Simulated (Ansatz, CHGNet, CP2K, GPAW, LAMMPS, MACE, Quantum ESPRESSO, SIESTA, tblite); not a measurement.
# Running amorphous Ge (61 atoms) with GPAW, part 2 of 2

Wanted: GPAW inputs and outputs for amorphous Ge (61 atoms), checked against a plane-wave reference.

Program: GPAW 26.7.0; the method stands at each step. Banners, paths, timers and routine set-up lines are dropped from the logs unmarked, and long logs keep their key lines alone; longer cuts are marked.

So far. Step 3 (PBE, LCAO dzp, h 0.2 Å, other mixer settings): Against the first run (11 %), the force difference from the reference is 11 %, at 1.3 times the CPU time: another solver or mixer reaches the same state. Step 4 (PBE, LCAO dzp, h 0.15 Å): Against the first run (11 %), the force difference from the reference is 11 %, at 2.2 times the CPU time: the change moves forces by 9.9 meV/Å r.m.s., so most of the difference comes from elsewhere.

## Step 5: PBE, LCAO sz(dzp), h 0.2 Å

Method: Kohn-Sham DFT, PBE, PAW, atomic orbitals (sz(dzp)).

The input, run.py:

```python
import numpy as np
from ase.io import read
from gpaw import GPAW, FermiDirac

atoms = read("structure.xyz")
atoms.calc = GPAW(
    mode="lcao",
    basis="sz(dzp)",
    h=0.2,
    xc="PBE",
    kpts={"size": (1, 1, 1), "gamma": True},
    occupations=FermiDirac(0.05),
    maxiter=200,
    symmetry={"point_group": False},
    txt="gpaw.txt",
)
energy = atoms.get_potential_energy(force_consistent=True)
forces = atoms.get_forces()
print(f"energy {energy:.6f} eV")
print("forces (eV/A)")
for i, (a, f) in enumerate(zip(atoms, forces)):
    print(f"{i:4d} {a.symbol:2s} {f[0]:10.5f} {f[1]:10.5f} {f[2]:10.5f}")
print(f"Fermi level {atoms.calc.get_fermi_level():.4f} eV")
for k in range(len(atoms.calc.get_ibz_k_points())):
    for s in range(atoms.calc.get_number_of_spins()):
        e = atoms.calc.get_eigenvalues(kpt=k, spin=s)
        n = np.searchsorted(e, atoms.calc.get_fermi_level())
        print(f"k {k} spin {s} levels about the Fermi level:", np.round(e[max(n - 6, 0):n], 4).tolist(), "|", np.round(e[n:n + 6], 4).tolist())
```

The input, structure.xyz:

```xyz
61
Lattice="11.18750 0.00000 0.00000 0.00000 11.18750 0.00000 0.00000 0.00000 11.18750" Properties=species:S:1:pos:R:3 pbc="T T T"
[... 61 atom lines left out: the same atoms as in the first run ...]
```

Run with:

```console
OMP_NUM_THREADS=1 python run.py > output.txt
```

The program printed:

```text
energy -232.853059 eV
forces (eV/A)
   0 Ge   -0.15909    0.51917    1.17653
   1 Ge   -1.19237   -0.18201   -0.93248
   2 Ge    1.26556    0.12485    0.93734
   3 Ge    0.89782   -0.78529   -0.58330
   4 Ge    0.69329   -0.10107    0.23854
   5 Ge    0.07464   -1.53165    0.80784
   6 Ge    1.62799    0.87267   -0.97067
   7 Ge   -0.59176   -0.24154   -1.04286
   8 Ge    0.45752    0.30648    0.30996
   9 Ge    0.52813    1.40310    1.10391
  10 Ge   -1.26921   -0.40701   -1.65138
  11 Ge    0.16278   -0.86528   -0.20591
[...]
56 Ge   -0.17288    0.21787    0.22068
  57 Ge   -0.05671    0.36811   -0.24696
  58 Ge   -0.27988   -0.11051    0.89213
  59 Ge   -0.05048    0.02076   -0.29926
  60 Ge    0.18604    0.47438    0.53551
Fermi level 5.5771 eV
k 0 spin 0 levels about the Fermi level: [4.8763, 5.0595, 5.1179, 5.169, 5.3836, 5.5016] | [5.6486, 5.8175, 5.9547, 5.9636, 6.1701, 6.2387]
```

gpaw.txt:

```text
Input parameters:
  mode=LCAO(),
  basis={'default': 'sz(dzp)'},
  h=0.2,
  kpts=MonkhorstPack(size=(1, 1, 1), gamma=True),
  maxiter=200,
  occupations=Occupations(name='fermi-dirac', width=0.05, fixmagmom=False),
  symmetry=Symmetry(point_group=False),
  xc=XC(name='PBE')
[... lines left out ...]
  Fermi-Dirac:
[... lines left out ...]
convergence criteria:
- Maximum [total energy] change in last 3 cyles: 0.0005 eV / valence electron
[... lines left out ...]
Converged in 14 steps
[... lines left out ...]
  Free energy:    -232.853059
[... lines left out ...]
Fermi level: 5.577
[... lines left out ...]
|          0 |        -7.313 |     2.000 |
|        ... |               |           |
|        114 |         4.749 |     2.000 |
|        115 |         4.776 |     2.000 |
[...]
|        129 |         6.552 |     0.000 |
|        ... |               |           |
|        150 |         8.609 |     0.000 |
Gap: 0.147 eV
Transition (v -> c):
  (s=0, k=0, n=121, [0.00, 0.00, 0.00]) -> (s=0, k=0, n=122, [0.00, 0.00, 0.00])
No difference between direct/indirect transitions
Force computation time: 3.875  # s
timing:  # [seconds]
  Total:  45.821  # ━━━━━━━━━━━━━━━━━━━━━━━━━━━━━━━━━━━━━━━━━━━━━━━━━━━━━━━━━
  Init:    5.494  # ━━━━━━━
  SCF:    36.428  # ━━━━━━━━━━━━━━━━━━━━━━━━━━━━━━━━━━━━━━━━━━━━━╸
  Forces:  3.875  # ━━━━━
```

It took 47 s on 1 thread of Arm Neoverse V2, shared host; peak memory 1 GiB.

Numbers from this run, and their distance from the reference:

```
r.m.s. force component                  : 0.8454 eV/Å
r.m.s. difference of force components   : 244.3 meV/Å
longest difference of force vectors     : 659.2 meV/Å
force difference over r.m.s. force      : 38.35 %
slope of forces against the reference's : 1.306
correlation of force components         : 0.9848
```

This is a coarse setting, run to see what it loses.

Against the first run (11 %), the force difference from the reference is 38 %, at 0.30 times the CPU time, with 244 basis functions against 793: the smaller basis costs accuracy.

## Step 6: The ladder

Differences are against the plane-wave reference, forces as r.m.s. over components; share is that over the reference's r.m.s. force, slope the least-squares factor from reference forces to these. Total energies of different programs have different zeros and aren't compared.

```tsv
run	Δ force, r.m.s. (meV/Å)	share (%)	slope	cores	CPU time	memory (GiB)
reference	-	-	-	4	91 s	2.1
GPAW PBE, LCAO dzp, h 0.2 Å	70.3	11.0	1.087	1	2.6 min	1.4
GPAW PBE, LCAO dzp, h 0.2 Å, other mixer settings	70.0	11.0	1.086	1	3.3 min	1.3
GPAW PBE, LCAO dzp, h 0.15 Å	70.0	11.0	1.087	1	5.7 min	3.1
GPAW PBE, LCAO sz(dzp), h 0.2 Å (coarse)	244	38.3	1.306	1	47 s	1.0
```

Rows marked coarse were listed beforehand as settings not expected to be converged; some can still land near the reference.

CPU time is summed over cores on a shared host, where runs went side by side, so it is rough. Symmetry, cutoffs, thresholds, outputs and thread counts weren't matched or tuned between programs; memory under MPI is the largest rank's times the ranks.

Within one program, basis, potentials and functional, energies share a zero. Each run against its twin at the usual cutoff or grid and solver:

```tsv
run	twin	Δ energy (meV/atom)	Δ force, r.m.s. (meV/Å)	CPU time over the twin's
GPAW PBE, LCAO dzp, h 0.2 Å, other mixer settings	LCAO dzp, h 0.2 Å	0	1.08	1.3
GPAW PBE, LCAO dzp, h 0.15 Å	LCAO dzp, h 0.2 Å	-7.21	9.89	2.2
```

## Step 7: Results

```yaml
nearest_in_forces: a tie at 11 % of 3 runs: GPAW PBE, LCAO dzp, h 0.2 Å; GPAW PBE, LCAO dzp, h 0.2 Å, other mixer settings; GPAW PBE, LCAO dzp, h 0.15 Å
```

**Reading.** The PBE runs in local orbitals, coarse settings apart, differ by 11 % in each run; basis, grid and potentials can all enter. Runs with settings chosen to be coarse differ by 38 % (GPAW PBE, LCAO sz(dzp), h 0.2 Å), their programs' other errors included. None of the electronic-structure runs in the table takes under half the reference's CPU time of 91 s; they take 0.52 to 3.7 times as much. GPAW PBE, LCAO sz(dzp), h 0.2 Å stiffens the forces by a factor of 1.31 while following their directions (correlation 0.985); the slopes of the 4 GPAW runs lie between 1.09 and 1.31. The potentials hold different valence shells: 854 electrons in the reference, 244 in GPAW; this bears on time and differences. GPAW's setups keep the filled d shell of Ge in the core. The quench rate of 3 K/ps is many orders above laboratory rates, so the cell is likely richer in defects and strain than a real sample. The network of bonds at the start is that of the classical potential that made the cell, and needn't be the one that DFT or experiment would give. The electronic-structure runs sample only Γ, in a cell whose shortest periodic width is 11 Å, which is coarse for a cell with partly filled levels.

[Also dropped from logs without a mark: logging warnings of Python, and SIESTA's first energy breakdown and zero terms.]

[Logs are printed without paths, hosts, clocks, repeated set-up lines and the standing remarks that a program may print on its own settings, such as how far it seeks lower states.]

[Hosts, paths, dates, database ids (printed as entryN), source tags and the programs' standing remarks are cut or masked in the printed files.]
